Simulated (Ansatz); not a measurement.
**A hypothetical structure for Ba3V**

This structure for Ba3V is made up. Its elements were placed in a known structure type with a cell scaled to their sizes. What cell does the guess relax to, and how far off was it?

Calculated with Ansatz 0.2.0; DFT, PBEsol, plane-wave PAW, files of the set soft_1, scalar-relativistic, ferromagnetic start, cell and ions relaxed at zero pressure; PAW set soft_1, in the first sound run; inputs show where later runs differ.

## Step 1: Set-up

The structure is hexagonal, space group P6_3/mmc (No. 194). The conventional cell has a = 8.367 Å, b = 8.367 Å, c = 5.999 Å, α = 90.00°, β = 90.00°, γ = 120.00°. Nearest to Ba lie 4 V at 3.77 to 4.19 Å and 6 Ba at 3.93 to 3.97 Å. Nearest to V lie 12 Ba at 3.77 to 4.19 Å. Farther neighbours are not listed.

## Step 2: Relaxation of the guess

The guessed cell has no reason to be at equilibrium. It is relaxed with the atoms, within the space group of the guess.

The input, input.yaml:

```yaml
crystal:
  lattice:
    - [8.367, 0.0, 0.0]
    - [-4.1835, 7.246034553, 0.0]
    - [0.0, 0.0, 5.999]
  atoms:
    - { symbol: Ba, position: [0.175250005, 0.35050001, 0.25] }
    - { symbol: Ba, position: [0.175250005, 0.824749995, 0.25] }
    - { symbol: Ba, position: [0.64949999, 0.824749995, 0.25] }
    - { symbol: Ba, position: [0.824749995, 0.64949999, 0.75] }
    - { symbol: Ba, position: [0.824749995, 0.175250005, 0.75] }
    - { symbol: Ba, position: [0.35050001, 0.175250005, 0.75] }
    - { symbol: V, position: [0.333333333, 0.666666667, 0.75], spin: 2.0 }
    - { symbol: V, position: [0.666666667, 0.333333333, 0.25], spin: 2.0 }
magnetization:
  spin_polarized: true
kpoints:
  mp_grid: { grid: [4, 4, 5] }
scf:
  occupations: { method: fermi_dirac, width: 0.05 }
hamiltonian:
  xc: pbesol
  pseudopotentials: { kind: paw, azcp: { folder: soft_1 }, xc_functional: pbe }
relax:
  f_tol: 0.015
  max_steps: 70
  cell: {}
output:
  forces: true
  stress: true
```

On the command line:

```console
$ ansatz run input.yaml --threads 4 --pin off --max-ram 10240MiB --backend cpu --events-out ev --progress --plain --runs-dir out
```

Numbers of over 12 decimals in the logs are rounded to 6 here.

The log of the run:

```text
Engine: ansatz 0.2.0, aarch64-unknown-linux-gnu
Pseudopotentials: kind: paw
Pseudopotential: Ba, paw, valence charge 10, recommended cutoff 420 eV (normal), soft_1/Ba.paw.azcp
Pseudopotential: V, paw, valence charge 13, recommended cutoff 420 eV (normal), soft_1/V.paw.azcp
Functional definition: PBEsol
  exchange = pbesol_x
  correlation = pbesol_c
Crystal: 8 atoms, lattice volume = 363.705 Å³
Basis set: ecut = 420 eV, 7101 PW (Γ), exchange–correlation on 120×120×90 points (8 copies of the dense FFT grid, shifted against one another)
Bands: 54, of which v1, the nominal top of the filled ones, is band 43 counted from 1 (42 counted from 0)
Symmetry: 24 space group operations
Space group: P63/mmc (ITA 194), of the structure as read, at distance tolerance 7.1e-5 Å
Magnetic group: BNS 194.263 (UNI 1493), of the structure as read, at distance tolerance 7.1e-5 Å
k-points: 12 of 80
Non-local potential: Ba, projectors of the file, l = 0: 3, l = 1: 2, l = 2: 2, l = 3: 2
Non-local potential: V, projectors of the file, l = 0: 3, l = 1: 2, l = 2: 3, l = 3: 1
PAW form: soft (Blöchl's): semilocal exchange-correlation on the pseudo side does not see the compensation charge
PAW frozen core: Ba, regenerated for the run's functional, and the local potential with it (the file was generated under x = pbe(κ = 0.804, μ = 0.219515), c = pbe(β = 0.066725))
PAW frozen core: V, regenerated for the run's functional, and the local potential with it (the file was generated under x = pbe(κ = 0.804, μ = 0.219515), c = pbe(β = 0.066725))
PAW one-centre angular grid: Ba, 194 points (default); XC on 64 Gauss nodes
PAW one-centre angular grid: V, 590 points (default); XC on 64 Gauss nodes
Initial density: superposition of atomic densities (chi_scale 0.1, normalization cell, long waves kept (reshape's long-wave potential 0.01 eV rms))
Starting moments: Σ|m| = 4 μB on 2 of 8 sites
Initial wavefunctions: pseudopotential atomic-orbital guess
Functional: x = pbesol(κ = 0.804, μ = 0.123457), c = pbesol(β = 0.046)
SCF iter   1: F=—  HF=-40941.395695 eV  |F-HF|=—  |Δ(HF+E_count)|=         —  Δρ=2.34e-2 (↑2.12e-2 ↓2.34e-2)  dr2=1.73e1  dr2_m=6.46e-2  M=6.189 μB ∫|m|=6.368 μB  β_m=0.30  ethr=3.10e-3  ⟨swp⟩=12.2  Hψ=6793  notcnv=0
Mixer restart at iter 1: flushing history
preconditioner: auto → Kerker (q_TF=auto, 2.145 Å⁻¹)  [metal: Δε(μ)=0.016 eV  Ē_g=9.632 eV  σ=0.050 eV  W_gap=0.08  n_scr=58 (ndim 8)  ℏωp=14.8 eV  f_vac=0.000  D(μ)=16.76/eV (n_scr^D=148)]
spin=Collinear: Kerker preconditioning applied to the charge; magnetization (m = ρ↑ − ρ↓) channel mixes plain (no charge-response kernel on spin).
SCF iter   2: F=—  HF=-40940.152764 eV  |F-HF|=—  |Δ(HF+E_count)|=    1.24e0  Δρ=1.18e-2 (↑9.23e-3 ↓1.18e-2)  dr2=1.74e0  dr2_m=2.83e-1  M=5.723 μB ∫|m|=6.078 μB  β_m=0.32  ethr=3.10e-3  ⟨swp⟩=4.6  Hψ=3486  notcnv=0  defer=4
SCF iter   3: F=—  HF=-40940.024306 eV  |F-HF|=—  |Δ(HF+E_count)|=   1.28e-1  Δρ=1.38e-2 (↑1.38e-2 ↓8.47e-3)  dr2=4.45e-1  dr2_m=3.61e-1  M=6.133 μB ∫|m|=6.625 μB  β_m=0.17  ethr=2.02e-3  ⟨swp⟩=2.7  Hψ=1930  notcnv=0
SCF iter   4: F=—  HF=-40940.411910 eV  |F-HF|=—  |Δ(HF+E_count)|=   3.88e-1  Δρ=1.40e-2 (↑1.40e-2 ↓6.83e-3)  dr2=3.34e-1  dr2_m=3.28e-1  M=6.615 μB ∫|m|=7.207 μB  β_m=0.30  ethr=5.18e-4  ⟨swp⟩=3.1  Hψ=1839  notcnv=0  defer=1
SCF iter   5: F=—  HF=-40941.700665 eV  |F-HF|=—  |Δ(HF+E_count)|=    1.29e0  Δρ=2.62e-3 (↑2.60e-3 ↓2.62e-3)  dr2=1.51e-2  dr2_m=2.12e-2  M=7.819 μB ∫|m|=8.707 μB  β_m=0.50  ethr=3.89e-4  ⟨swp⟩=5.1  Hψ=4128  notcnv=0  defer=1
SCF iter   6: F=—  HF=-40941.830167 eV  |F-HF|=—  |Δ(HF+E_count)|=         —  Δρ=1.65e-3 (↑1.65e-3 ↓7.85e-4)  dr2=1.48e-2  dr2_m=3.89e-3  M=8.213 μB ∫|m|=9.258 μB  β_m=0.50  ethr=1.75e-5  ⟨swp⟩=3.8  Hψ=2870  notcnv=0  defer=5
Mixer restart at iter 6: flushing history
SCF iter   7: F=—  HF=-40941.852637 eV  |F-HF|=—  |Δ(HF+E_count)|=   2.25e-2  Δρ=9.14e-4 (↑9.14e-4 ↓5.55e-4)  dr2=5.75e-3  dr2_m=1.49e-3  M=8.274 μB ∫|m|=9.373 μB  β_m=0.73  ethr=1.72e-5  ⟨swp⟩=2.7  Hψ=1866  notcnv=0  defer=16
SCF iter   8: F=—  HF=-40941.862871 eV  |F-HF|=—  |Δ(HF+E_count)|=   1.02e-2  Δρ=7.25e-4 (↑7.25e-4 ↓2.54e-4)  dr2=4.88e-3  dr2_m=5.69e-4  M=8.365 μB ∫|m|=9.565 μB  β_m=0.75  ethr=6.69e-6  ⟨swp⟩=2.9  Hψ=2194  notcnv=0  defer=16
SCF iter   9: F=—  HF=-40941.861687 eV  |F-HF|=—  |Δ(HF+E_count)|=   1.18e-3  Δρ=1.08e-3 (↑1.08e-3 ↓1.35e-4)  dr2=5.96e-3  dr2_m=1.04e-3  M=8.407 μB ∫|m|=9.709 μB  β_m=0.85  ethr=5.68e-6  ⟨swp⟩=3.5  Hψ=2698  notcnv=0  defer=17
SCF iter  10: F=—  HF=-40941.864949 eV  |F-HF|=—  |Δ(HF+E_count)|=   3.26e-3  Δρ=5.46e-4 (↑5.46e-4 ↓8.75e-5)  dr2=1.70e-3  dr2_m=2.32e-4  M=8.389 μB ∫|m|=9.697 μB  β_m=0.93  ethr=5.68e-6  ⟨swp⟩=2.0  Hψ=1563  notcnv=0  defer=17
SCF iter  11: F=—  HF=-40941.865701 eV  |F-HF|=—  |Δ(HF+E_count)|=   7.52e-4  Δρ=5.17e-5 (↑5.17e-5 ↓3.74e-5)  dr2=1.20e-5  dr2_m=5.76e-6  M=8.379 μB ∫|m|=9.723 μB  β_m=0.96  ethr=1.97e-6  ⟨swp⟩=2.4  Hψ=1660  notcnv=0  defer=20
SCF iter  12: F=—  HF=-40941.865790 eV  |F-HF|=—  |Δ(HF+E_count)|=   8.92e-5  Δρ=4.20e-5 (↑4.20e-5 ↓2.00e-5)  dr2=1.23e-5  dr2_m=2.60e-6  M=8.361 μB ∫|m|=9.730 μB  β_m=0.98  ethr=1.39e-8  ⟨swp⟩=3.2  Hψ=2541  notcnv=0  defer=20
SCF iter  13: F=—  HF=-40941.865820 eV  |F-HF|=—  |Δ(HF+E_count)|=   3.03e-5  Δρ=1.32e-5 (↑1.32e-5 ↓9.11e-6)  dr2=1.20e-6  dr2_m=2.98e-7  M=8.342 μB ∫|m|=9.732 μB  β_m=0.99  ethr=1.39e-8  ⟨swp⟩=2.9  Hψ=2155  notcnv=0  defer=20
SCF iter  14: F=—  HF=-40941.865826 eV  |F-HF|=—  |Δ(HF+E_count)|=   5.46e-6  Δρ=6.85e-6 (↑6.85e-6 ↓1.87e-6)  dr2=3.32e-7  dr2_m=4.07e-8  M=8.330 μB ∫|m|=9.731 μB  β_m=1.00  ethr=1.39e-9  ⟨swp⟩=3.0  Hψ=2621  notcnv=0  defer=20
SCF iter  15: F=—  HF=-40941.865826 eV  |F-HF|=—  |Δ(HF+E_count)|=   1.49e-7  Δρ=9.93e-7 (↑9.93e-7 ↓6.67e-7)  dr2=8.87e-9  dr2_m=1.01e-9  M=8.329 μB ∫|m|=9.732 μB  β_m=0.99  ethr=3.86e-10  ⟨swp⟩=2.2  Hψ=1619  notcnv=0  defer=20
SCF iter  16: F=-40941.865826 eV  HF=-40941.865826 eV  |F-HF|=2.11e-9  |Δ(HF+E_count)|=   1.30e-8  Δρ=6.17e-7 (↑6.17e-7 ↓1.72e-7)  dr2=3.17e-9  dr2_m=3.11e-10  M=8.329 μB ∫|m|=9.732 μB  ethr=1.03e-11  ⟨swp⟩=1.4  Hψ=3954  notcnv=0
SCF 1 converged in 16 iterations: F = -40941.865826 eV  dr2 = 3.17e-9
  greatest PAW one-centre occupation: 0.999 electrons in one spin orbital (limit 2), on the V atom at site 7 (counted from 0), in its partial waves of l = 0
relax step   1: F+E_penalty+E_count = -40941.86582588 eV  Δ(F+E_penalty+E_count) = +0.000e0 eV  max|allowed force component| = 1.912e-1 eV/Å  Δτ_max = 0.0000 Å  P = -1.303 GPa  Ω = 363.705 Å³  (16 SCF iters, dr2 threshold 1.00e-7 eV, accepted)
[...]
relax step   5: F+E_penalty+E_count = -40942.08676144 eV  Δ(F+E_penalty+E_count) = -1.885e-4 eV  max|allowed force component| = 1.282e-3 eV/Å  Δτ_max = 0.0021 Å  P = +0.010 GPa  Ω = 324.764 Å³  energy of the carried Pulay correction = +2.274e-3 eV  (9 SCF iters, dr2 threshold 9.47e-9 eV, accepted)
Basis set: ecut = 420 eV, 6289 PW (Γ), exchange–correlation on 108×108×80 points (8 copies of the dense FFT grid, shifted against one another)
Initial wavefunctions: pseudopotential atomic-orbital guess (no wavefunctions were taken with the density)
iter 1 solved again at ethr=1.85e-7 eV; its pass at ethr=3.10e-3 eV (dr2=1.59e-4 eV) is discarded
SCF iter   1: F=—  HF=-40942.084482 eV  |F-HF|=—  |Δ(HF+E_count)|=         —  Δρ=2.53e-5 (↑2.46e-5 ↓2.53e-5)  dr2=1.40e-6  dr2_m=3.64e-7  M=8.299 μB ∫|m|=9.458 μB  β_m=0.65  ethr=1.85e-7  ⟨swp⟩=4.1  Hψ=10331  notcnv=0
preconditioner: auto → Kerker (q_TF=auto, 2.008 Å⁻¹)  [metal: Δε(μ)=0.029 eV  Ē_g=9.756 eV  σ=0.050 eV  W_gap=0.14  n_scr=44 (ndim 8)  ℏωp=15.7 eV  f_vac=0.000  D(μ)=11.03/eV (n_scr^D=82)]
spin=Collinear: Kerker preconditioning applied to the charge; magnetization (m = ρ↑ − ρ↓) channel mixes plain (no charge-response kernel on spin).
SCF iter   2: F=—  HF=-40942.084583 eV  |F-HF|=—  |Δ(HF+E_count)|=   1.00e-4  Δρ=9.50e-6 (↑8.59e-6 ↓9.50e-6)  dr2=1.59e-7  dr2_m=3.55e-8  M=8.299 μB ∫|m|=9.458 μB  β_m=0.63  ethr=1.62e-9  ⟨swp⟩=2.4  Hψ=2302  notcnv=0
SCF iter   3: F=—  HF=-40942.084583 eV  |F-HF|=—  |Δ(HF+E_count)|=   4.91e-7  Δρ=3.03e-6 (↑3.03e-6 ↓1.18e-6)  dr2=3.59e-8  dr2_m=8.52e-9  M=8.299 μB ∫|m|=9.458 μB  β_m=0.81  ethr=1.85e-10  ⟨swp⟩=2.0  Hψ=2322  notcnv=0
SCF iter   4: F=—  HF=-40942.084583 eV  |F-HF|=—  |Δ(HF+E_count)|=   3.22e-7  Δρ=1.27e-6 (↑1.27e-6 ↓6.27e-7)  dr2=2.19e-8  dr2_m=1.14e-9  M=8.299 μB ∫|m|=9.458 μB  β_m=0.91  ethr=4.17e-11  ⟨swp⟩=3.0  Hψ=2572  notcnv=0
SCF iter   5: F=—  HF=-40942.084583 eV  |F-HF|=—  |Δ(HF+E_count)|=   6.09e-9  Δρ=2.08e-6 (↑2.08e-6 ↓1.75e-7)  dr2=2.90e-8  dr2_m=3.07e-9  M=8.299 μB ∫|m|=9.458 μB  β_m=0.94  ethr=2.54e-11  ⟨swp⟩=2.0  Hψ=2282  notcnv=0
SCF iter   6: F=—  HF=-40942.084583 eV  |F-HF|=—  |Δ(HF+E_count)|=   5.36e-8  Δρ=4.76e-7 (↑4.76e-7 ↓1.29e-7)  dr2=1.47e-9  dr2_m=1.10e-10  M=8.299 μB ∫|m|=9.458 μB  β_m=0.86  ethr=2.54e-11  ⟨swp⟩=2.9  Hψ=2555  notcnv=0
SCF iter   7: F=—  HF=-40942.084583 eV  |F-HF|=—  |Δ(HF+E_count)|=   1.69e-9  Δρ=1.07e-7 (↑1.07e-7 ↓3.98e-8)  dr2=9.01e-11  dr2_m=7.10e-12  M=8.299 μB ∫|m|=9.458 μB  β_m=0.93  ethr=1.71e-12  ⟨swp⟩=2.3  Hψ=2415  notcnv=0
SCF iter   8: F=—  HF=-40942.084583 eV  |F-HF|=—  |Δ(HF+E_count)|=  1.16e-10  Δρ=1.19e-8 (↑1.19e-8 ↓9.51e-9)  dr2=9.98e-13  dr2_m=2.13e-13  M=8.299 μB ∫|m|=9.458 μB  β_m=0.96  ethr=1.00e-12  ⟨swp⟩=2.0  Hψ=1520  notcnv=0
SCF iter   9: F=-40942.084583 eV  HF=-40942.084583 eV  |F-HF|=1.46e-11  |Δ(HF+E_count)|=  2.18e-11  Δρ=9.14e-9 (↑9.14e-9 ↓4.02e-9)  dr2=4.54e-13  dr2_m=7.34e-14  M=8.299 μB ∫|m|=9.458 μB  ethr=1.00e-12  ⟨swp⟩=2.2  Hψ=2935  notcnv=0
SCF 6 converged in 9 iterations: F = -40942.084583 eV  dr2 = 4.54e-13
relax step   6: F+E_penalty+E_count = -40942.08458344 eV  Δ(F+E_penalty+E_count) = +2.178e-3 eV  max|allowed force component| = 1.191e-3 eV/Å  Δτ_max = 0.0000 Å  P = +0.010 GPa  Ω = 324.764 Å³  stress off target by 3.81e-2 GPa  SCF on the basis re-selected at this cell (its energy is not comparable with the rows above)  (9 SCF iters)
basis re-selected at this cell: Δ(F+E_penalty+E_count) = +2.178e-3 eV, ΔP = +0.000 GPa vs the last step (what re-selecting the basis moved, of the pressure what is left beyond the Pulay correction that the steps carried, after the strain that the cell walked since its last selection, with what the two solves' SCF thresholds leave and, on support functions, any second-order correction that the steps lacked; it is no measure of the basis error at this ecutwfc). The dense FFT grid was sized anew with the basis: this SCF ran on 54×54×40 points, the steps before it on 60×60×45, so part of this shift can come from that change (see relax.cell in the input reference). [rest of the remark cut]
an SCF from antiferromagnetic starting moments (0.00, 0.00, 0.00, 0.00, 0.00, 0.00, -3.01, 3.01 Bohr magnetons, atom by atom) was not made, so that it is not known whether that order lies lower: the deck asks for what bars it, or types moments that do (magnetization.spin_polarized, in the input reference, names some of the keys), or the run goes by scf.lower_state_search: light, the default, which as a rule tries one only behind a close that has lost an order of both signs, or on which an open d or half-filled 4f shell of a PAW file has lost a moment that was set nearer to Hund's than to what is left; [rest of the remark cut]
SCF converged after 9 iterations
Magnetization: 8.2994 μB (47.1497 up, 38.8503 down)
Absolute magnetization: 9.4694 μB (∫|ρ↑−ρ↓|, with the PAW one-centre terms)
Spin contamination: 0.8508 ħ² per cell (⟨S²⟩ above its minimum at these occupations)
Per-site moments (μB) at R_I (Å): [(0.047685, 1.518200), (0.047685, 1.518200), (0.047685, 1.518200), (0.047685, 1.518200), (0.047685, 1.518200), (0.047685, 1.518200), (3.480833, 1.518200), (3.480833, 1.518200)]
Free energy (F): -40942.084583 eV
Harris-Foulkes:  -40942.084583 eV  (|F-HF|=1.46e-11)
Internal energy: -40941.993572 eV  (E = F + TS)
E sigma→0 (E₀):  -40942.039078 eV
Entropy (-TS):   -0.091011 eV (-11.376 meV/atom)
Fermi energy:    8.352403 eV
--- Per-component energies (eV) ---
  E_band       = -822.679129
  E_kinetic    = 1541.681371
  E_local      = -5379.187656  (includes V_loc(G=0)·N_el)
  E_nonlocal   = 746.622972
  E_hartree    = 2001.973667
  E_xc         = -1396.087478
  E_vxc        = -1044.716426  (∫ρ·V_xc dr)
  E_paw        = -32867.667105  (= ΣΔE_a)
  E_vpaw       = -691.028888  (= ΣTr[D̂ρ^β])
  E_aug_tail   = 0.002118  (compensation charges beyond the density's cutoff)
  E_ewald      = -5590.539445
  E_core_change = 1.207984  (= ΣΔE_core)
  E_smearing   = -0.091011  (= −TS)
  E_closure    = 0.000000  (closes the sum)
  Σ components = -40942.084583   (vs F -40942.084583, Δ=0.00e0)
--- Forces (eV/Å), atoms counted from 1 ---
  atom   1  Ba     0.00000000     0.00119088     0.00000000
  atom   2  Ba     0.00103133    -0.00059544     0.00000000
  atom   3  Ba    -0.00103133    -0.00059544     0.00000000
  atom   4  Ba    -0.00000000    -0.00119088     0.00000000
  atom   5  Ba    -0.00103133     0.00059544     0.00000000
  atom   6  Ba     0.00103133     0.00059544     0.00000000
  atom   7  V      0.00000000    -0.00000000     0.00000000
  atom   8  V      0.00000000     0.00000000     0.00000000
  max |Σ_I F_I| component: 3.36e-18 eV/Å
--- Stress (GPa, compression-positive) ---
       -0.004252      -0.000000       0.000000
        0.000000      -0.004252       0.000000
        0.000000       0.000000       0.038131
  P = ⅓ Tr σ = 0.0099 GPa (0.099 kbar)
--- Relaxed structure (5 steps of the walk, 5 accepted, 1 SCFs on fresh bases) ---
  F+E_penalty+E_count = -40942.08458344 eV   max|allowed force component| = 1.191e-3 eV/Å   (the final SCF, on the basis selected at the relaxed cell)
  cell:  # Å, volume = 324.7644 Å³
    - [7.928554, 0, 0.0]
    - [-3.964277, 6.866329, 0.0]
    - [0.0, 0.0, 5.965541]
  atoms:
    - { symbol: Ba, position: [0.176323, 0.352647, 0.250000] }
    - { symbol: Ba, position: [0.176323, 0.823677, 0.250000] }
    - { symbol: Ba, position: [0.647353, 0.823677, 0.250000] }
    - { symbol: Ba, position: [0.823677, 0.647353, 0.750000] }
    - { symbol: Ba, position: [0.823677, 0.176323, 0.750000] }
    - { symbol: Ba, position: [0.352647, 0.176323, 0.750000] }
    - { symbol: V, position: [0.333333, 0.666667, 0.750000] }
    - { symbol: V, position: [0.666667, 0.333333, 0.250000] }
```

Wall time 61 s (4 threads of Arm Neoverse V2, shared host); peak memory 1.1 GiB.

Step by step:

| step | energy less that of the first step (eV) | largest force component (eV/Å) | pressure (GPa) | volume (Å³) |
| --- | --- | --- | --- | --- |
| 1 | 0.0000 | 0.1912 | -1.30 | 363.70 |
| 2 | -0.1397 | 0.0180 | -0.85 | 349.11 |
| 3 | -0.2185 | 0.0564 | 0.07 | 323.66 |
| 4 | -0.2207 | 0.0042 | 0.02 | 324.59 |
| 5 | -0.2209 | 0.0013 | 0.01 | 324.76 |
| 6* | -0.2188 | 0.0012 | 0.01 | 324.76 |

Relaxation steps marked * repeat the geometry before them on a plane-wave basis chosen anew for their cell, so energy and pressure can jump there.

The run keeps the 24 symmetry operations that it works with, so distortions that break them were not tested.

| conventional cell, symmetrised | before | after | change |
| --- | --- | --- | --- |
| a (Å) | 8.367 | 7.929 | -5.2 % |
| b (Å) | 8.367 | 7.929 | -5.2 % |
| c (Å) | 5.999 | 5.966 | -0.6 % |
| volume (Å³/atom) | 45.46 | 40.60 | -10.7 % |

The atoms that moved most (Å, as changes of fractional coordinates times the final cell):

| atom | dx | dy | dz | length |
| --- | --- | --- | --- | --- |
| Ba1 | 0.000 | 0.015 | 0.000 | 0.015 |
| Ba3 | -0.013 | -0.007 | 0.000 | 0.015 |
| Ba4 | 0.000 | -0.015 | 0.000 | 0.015 |
| Ba6 | 0.013 | 0.007 | 0.000 | 0.015 |
| Ba2 | 0.013 | -0.007 | 0.000 | 0.015 |
| Ba5 | -0.013 | 0.007 | 0.000 | 0.015 |

Final coordinates:

```cif
data_structure
_symmetry_space_group_name_H-M 'P 1'
_symmetry_Int_Tables_number 1
_cell_length_a 7.9286
_cell_length_b 7.9286
_cell_length_c 5.9655
_cell_angle_alpha 90.000
_cell_angle_beta 90.000
_cell_angle_gamma 120.000
_cell_volume 324.76
loop_
_atom_site_label
_atom_site_type_symbol
_atom_site_fract_x
_atom_site_fract_y
_atom_site_fract_z
_atom_site_occupancy
Ba1 Ba 0.17632 0.35265 0.25000 1
Ba2 Ba 0.17632 0.82368 0.25000 1
Ba3 Ba 0.64735 0.82368 0.25000 1
Ba4 Ba 0.82368 0.64735 0.75000 1
Ba5 Ba 0.82368 0.17632 0.75000 1
Ba6 Ba 0.35265 0.17632 0.75000 1
V7 V 0.33333 0.66667 0.75000 1
V8 V 0.66667 0.33333 0.25000 1
```

Numbers from this step:

```yaml
free_energy: -40942.0846 eV
energy_at_zero_smearing: -40942.0391 eV
smearing_term_ts: 0.09101 eV
fermi_energy: 8.352 eV
magnetization: 8.299 μB
absolute_magnetization: 9.469 μB
site_moments: 0.04769, 0.04769, 0.04769, 0.04769, 0.04769, 0.04769, 3.481, 3.481 μB
electrons: 86
symmetry_operations: 24
pressure: 0.009875 GPa
```

Site moment by atom:

| atom | site moment (μB) |
| --- | --- |
| Ba1 | 0.05 |
| Ba2 | 0.05 |
| Ba3 | 0.05 |
| Ba4 | 0.05 |
| Ba5 | 0.05 |
| Ba6 | 0.05 |
| V7 | 3.48 |
| V8 | 3.48 |

Shortest distances by pair of elements, guess and relaxed (not always the same contact):

| pair | guess (Å) | relaxed (Å) |
| --- | --- | --- |
| Ba–V | 3.774 | 3.680 |
| Ba–Ba | 3.930 | 3.735 |
| V–V | 5.686 | 5.464 |

The relaxation ends with a largest force component of 0.0012 eV/Å and a pressure of 0.01 GPa.

[end of part 1 of 2]

[Logs are printed without paths, hosts, clocks, repeated set-up lines and the standing remarks that a program may print on its own settings, such as how far it seeks lower states.]

[Hosts, paths, dates, database ids (printed as entryN), source tags and the programs' standing remarks are cut or masked in the printed files.]
